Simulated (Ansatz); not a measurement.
**MgTl (Pm-3m): the cell at rest**

Wanted: the relaxed cell of MgTl (Pm-3m).

Calculated with Ansatz 0.2.0; DFT PBEsol, scalar-relativistic, plane waves, PAW.

This is a report of a sequence of runs, with most program output left out.

The database entry behind the starting cell differs from later determinations by our own check (0.1 to 0.3 % short, probably kX units), so it need not match the best structure at ambient conditions.

## 1. The starting structure

The structure is cubic, space group Pm-3m (No. 221). The conventional cell has a = 3.628 Å, b = 3.628 Å, c = 3.628 Å, α = 90.00°, β = 90.00°, γ = 90.00°. Nearest to Mg lie 8 Tl at 3.14 Å. Tl has 8 Mg at 3.14 Å nearest. Farther neighbours are not listed.

## 2. Probe on a coarse mesh

A quick single point on a coarse mesh tells whether the cell has a gap and how far it is from rest, which sets the k mesh and smearing that follow.

Input file input.yaml:

```yaml
crystal:
  lattice:
    - [3.628, 0.0, 0.0]
    - [0.0, 3.628, 0.0]
    - [0.0, 0.0, 3.628]
  atoms:
    - { symbol: Mg, position: [0.0, 0.0, 0.0] }
    - { symbol: Tl, position: [0.5, 0.5, 0.5] }
kpoints:
  mp_grid: { grid: [6, 6, 6] }
hamiltonian:
  xc: pbesol
scf:
  occupations: { method: gaussian, width: 0.1 }
output:
  forces: true
  stress: true
  eigenvalues: true
```

The run is started by

```console
$ ansatz run input.yaml --threads 4 --pin off --max-ram 7168MiB --backend cpu --events-out ev --progress --plain --runs-dir out
```

Run time: 1.8 s. Hardware: 4 threads of Arm Neoverse N1, shared host; peak memory 0.29 GiB; 2.1 s of CPU time.

This step gave:

- pressure: 0.1344 GPa
- volume per atom: 23.88 Å³
- gap on the k-mesh: 0 eV

The coarse mesh shows no gap and a pressure of 0.1 GPa.

## 3. Relaxation

The cell and atoms are relaxed, since residual forces and stress would shift the frequencies.

input.yaml, the sections that differ from step 2:

```yaml
kpoints:
  mp_grid: { grid: [10, 10, 10] }
output:
  forces: true
  stress: true
  eigenvalues: true
  write_density: true
  write_potential: true
  elf: true
  volumetric_format: npy
relax:
  adjacent_minimum: "off"
  f_tol: 0.005
  max_steps: 80
  cell: { stress_tol: 0.05 }
# crystal, hamiltonian, scf: as in step 2
```

Run time: 9.6 s. Hardware: 4 threads; peak memory 0.35 GiB; 16 s of CPU time.

Relaxation path:

| step | energy less that of the first step (eV) | largest force component (eV/Å) | pressure (GPa) | volume (Å³) |
| --- | --- | --- | --- | --- |
| 1 | 0.0000 | 0.0000 | -0.29 | 47.75 |
| 2 | -0.0004 | 0.0000 | -0.04 | 47.44 |
| 3* | -0.0003 | 0.0000 | -0.04 | 47.44 |

Relaxation steps marked * repeat the geometry before them on a plane-wave basis chosen anew for their cell, so energy and pressure can jump there.

The run keeps the 48 symmetry operations that it works with, so distortions that break them were not tested.

| conventional cell, symmetrised | before | after | change |
| --- | --- | --- | --- |
| a (Å) | 3.628 | 3.620 | -0.2 % |
| b (Å) | 3.628 | 3.620 | -0.2 % |
| c (Å) | 3.628 | 3.620 | -0.2 % |
| volume (Å³/atom) | 23.88 | 23.72 | -0.7 % |

The relaxed structure:

```xyz
2
Lattice="3.6200 0.0000 0.0000 0.0000 3.6200 0.0000 0.0000 0.0000 3.6200" Properties=species:S:1:pos:R:3 pbc="T T T"
Mg    0.0000    0.0000    0.0000
Tl    1.8100    1.8100    1.8100
```

Numbers from this step:

| Property | Result |
| --- | --- |
| pressure | -0.03599 GPa |
| volume per atom | 23.72 Å³ |

Electrostatic potential energy in the ac plane at fractional y = 0.000, with atoms of Mg within 0.2 Å of it. With pseudopotentials it is smooth inside the atoms' cores, unlike the true potential.

Values in eV, 14 rows by 14 columns, each cell a mean:
```
-59 -52 -26  -2   5   9  11  11  10   8   4  -8 -34 -55
-42 -30 -11   1   6   9  11  11  11   9   5  -2 -16 -34
-11  -7   0   5   8  10  11  11  11  10   8   4  -2  -8
  3   4   6   8  10  11  11  12  11  11   9   8   5   4
  8   8   9  10  11  11  11  12  11  11  11  10   9   8
 10  10  11  11  11  11  12  12  12  11  11  11  11  10
 11  11  11  11  12  12  11  11  12  12  12  11  11  11
 11  11  11  11  11  11  12  11  12  11  11  11  11  11
  8   9  10  10  11  11  11  12  11  11  11  10   9   9
  4   5   7   9  10  11  11  12  11  11  10   8   6   5
 -4  -2   2   6   9  10  11  11  11  10   8   5   1  -2
-33 -23  -8   2   7  10  11  11  11   9   6   0 -11 -26
-58 -49 -23  -2   5   9  11  11  10   8   4  -7 -30 -52
-59 -58 -33  -4   4   8  11  11  10   8   3 -11 -42 -59
```
Columns run along a (3.6 Å; values clipped at the 3rd and 97th percentile), rows up along c (3.6 Å). Atoms in or near the plane, at fractional coordinates: Mg at (0.00, 0.00).

ELF in the ac plane at fractional y = 0.000, with atoms of Mg within 0.2 Å of it. It is the smooth field of the valence electrons, not physical close to the nuclei.

Ten even steps from '_' (0.06) to '@' (0.40), each cell a mean:
```
##@@%%__..++######==__::@@%%
@@%%--__::**##**##++..__++@@
--::__..++**********==____::
____::++****++++++****==..__
====******++======++****++==
######**++==========++**####
####****++==----====++****##
####****++====--====++**####
++++******++======++******++
__..--++****++++++****++::..
..____::++**********++..____
@@##::__--******##**::__--%%
%%@@##__..++######==__::%%@@
==%%@@..__++######==__--@@##
```
Columns run along a (3.6 Å), rows up along c (3.6 Å). Atoms in or near the plane, at fractional coordinates: Mg at (0.00, 0.00).

Valence density in the ac plane at fractional y = 0.000, with atoms of Mg within 0.2 Å of it. It is the smooth field of the valence electrons, not physical close to the nuclei.

Ten steps, logarithmic in the rise over the least value, from '_' (0 e/Å³) to '@' (28 e/Å³), each cell a mean:
```
@@##==________________..++%%
**++::__________________--++
::..______________________..
____________________________
____________________________
____________________________
____________________________
____________________________
____________________________
____________________________
..__________________________
++==..__________________::==
%%##==________________..++##
@@%%++..______________::**@@
```
Columns run along a (3.6 Å), rows up along c (3.6 Å). Atoms in or near the plane, at fractional coordinates: Mg at (0.00, 0.00).

In this step the volume went from 23.88 to 23.72 Å³/atom.

## 4. Relaxing to small forces for the phonons

Phonons need a cell at rest on their own settings, so the relaxation is repeated with tight tolerances on forces and stress, using the mesh and the filling of the phonon run that follows.

input.yaml, the sections that differ from step 3:

```yaml
crystal:
  lattice:
    - [3.6200323945, 0.0, 0.0]
    - [0.0, 3.6200323945, 0.0]
    - [0.0, 0.0, 3.6200323945]
  atoms:
    - { symbol: Mg, position: [0.0, 0.0, 0.0] }
    - { symbol: Tl, position: [0.5, 0.5, 0.5] }
kpoints:
  mp_grid: { grid: [12, 12, 12] }
scf:
  occupations: { method: methfessel_paxton, width: 0.15 }
relax:
  adjacent_minimum: "off"
  f_tol: 0.001
  max_steps: 60
  cell: { stress_tol: 0.01 }
# hamiltonian, output: as in step 3
```

The job ended after 14 s (4 threads; peak memory 0.38 GiB).

Little changed from the start: no atom moved by 0.005 Å and no cell edge by 0.1 %.

This step gave:

```yaml
pressure: 0.009722 GPa
volume_per_atom: 23.77 Å³
```

Electrostatic potential energy in the ac plane at fractional y = 0.000, with atoms of Mg within 0.2 Å of it. With pseudopotentials it is smooth inside the atoms' cores, unlike the true potential.

Values in eV, 14 rows by 14 columns, each cell a mean:
```
-59 -52 -26  -2   5   9  11  11  10   8   4  -8 -34 -55
-42 -30 -11   1   6   9  11  11  11   9   5  -2 -16 -34
-11  -7   0   5   8  10  11  11  11  10   8   4  -2  -8
  3   4   6   8  10  11  11  12  11  11   9   8   5   4
  8   8   9  10  11  11  11  12  11  11  11  10   9   8
 10  10  11  11  11  11  11  11  11  11  11  11  11  10
 11  11  11  11  12  12  11  11  11  12  12  11  11  11
 10  11  11  11  11  11  11  11  11  11  11  11  11  11
  8   9   9  10  11  11  11  12  11  11  11  10   9   9
  4   5   7   9  10  11  11  12  11  11  10   8   6   5
 -4  -2   2   6   9  10  11  11  11  10   8   5   1  -2
-33 -23  -8   2   7   9  11  11  11   9   6   0 -11 -26
-58 -49 -23  -2   5   9  11  11  10   8   4  -7 -30 -52
-59 -58 -33  -4   4   8  10  11  10   8   3 -11 -42 -59
```
Columns run along a (3.6 Å; values clipped at the 3rd and 97th percentile), rows up along c (3.6 Å). Atoms in or near the plane, at fractional coordinates: Mg at (0.00, 0.00).

Valence density in the ac plane at fractional y = 0.000, with atoms of Mg within 0.2 Å of it. It is the smooth field of the valence electrons, not physical close to the nuclei.

Ten steps, logarithmic in the rise over the least value, from '_' (0 e/Å³) to '@' (28 e/Å³), each cell a mean:
```
@@##==________________..++%%
**++::__________________--++
::..______________________..
____________________________
____________________________
____________________________
____________________________
____________________________
____________________________
____________________________
..__________________________
++==..__________________::==
%%##==________________..++##
@@%%++..______________::**@@
```
Columns run along a (3.6 Å), rows up along c (3.6 Å). Atoms in or near the plane, at fractional coordinates: Mg at (0.00, 0.00).

ELF in the ac plane at fractional y = 0.000, with atoms of Mg within 0.2 Å of it. It is the smooth field of the valence electrons, not physical close to the nuclei.

Ten even steps from '_' (0.06) to '@' (0.40), each cell a mean:
```
##@@%%__..++######==__::@@%%
@@%%--__::******##++..__++@@
--::__..++**********==____::
____::++****++++++****==..__
====******++======++****++==
####****++==========++**####
####**++++==----====++****##
####****++====--====++****##
++++******++======++******++
__..--++****++++++****++::..
..____::++****++****++..____
@@##::__--**********::__--%%
%%@@##__..++######==__::%%@@
==%%@@..__++######==__--@@##
```
Columns run along a (3.6 Å), rows up along c (3.6 Å). Atoms in or near the plane, at fractional coordinates: Mg at (0.00, 0.00).

The forces vanish by symmetry and the pressure is 0.010 GPa, within the tolerances set. The cell now holds 23.77 Å³/atom.

## 5. Results

| Property | Result |
| --- | --- |
| space group after relaxation (within 0.01 Å) | Pm-3m |
| lattice constant a | 3.622 Å |
| lattice constant b | 3.622 Å |
| lattice constant c | 3.622 Å |
| volume per atom | 23.8 Å³ |

**Reading.** The forces vanish by symmetry and the pressure is 0.010 GPa, within the tolerances set. The cell now holds 23.77 Å³/atom. The relaxation keeps the symmetry of its start, so it says nothing on stability against lower symmetry. The runs are without spin polarisation, although the cell has an odd electron count. Spin-orbit coupling is left out, which can matter for the heavy elements here.

[Logs are printed without paths, hosts, clocks, repeated set-up lines and the standing remarks that a program may print on its own settings, such as how far it seeks lower states.]

[Hosts, paths, dates, database ids (printed as entryN), source tags and the programs' standing remarks are cut or masked in the printed files.]
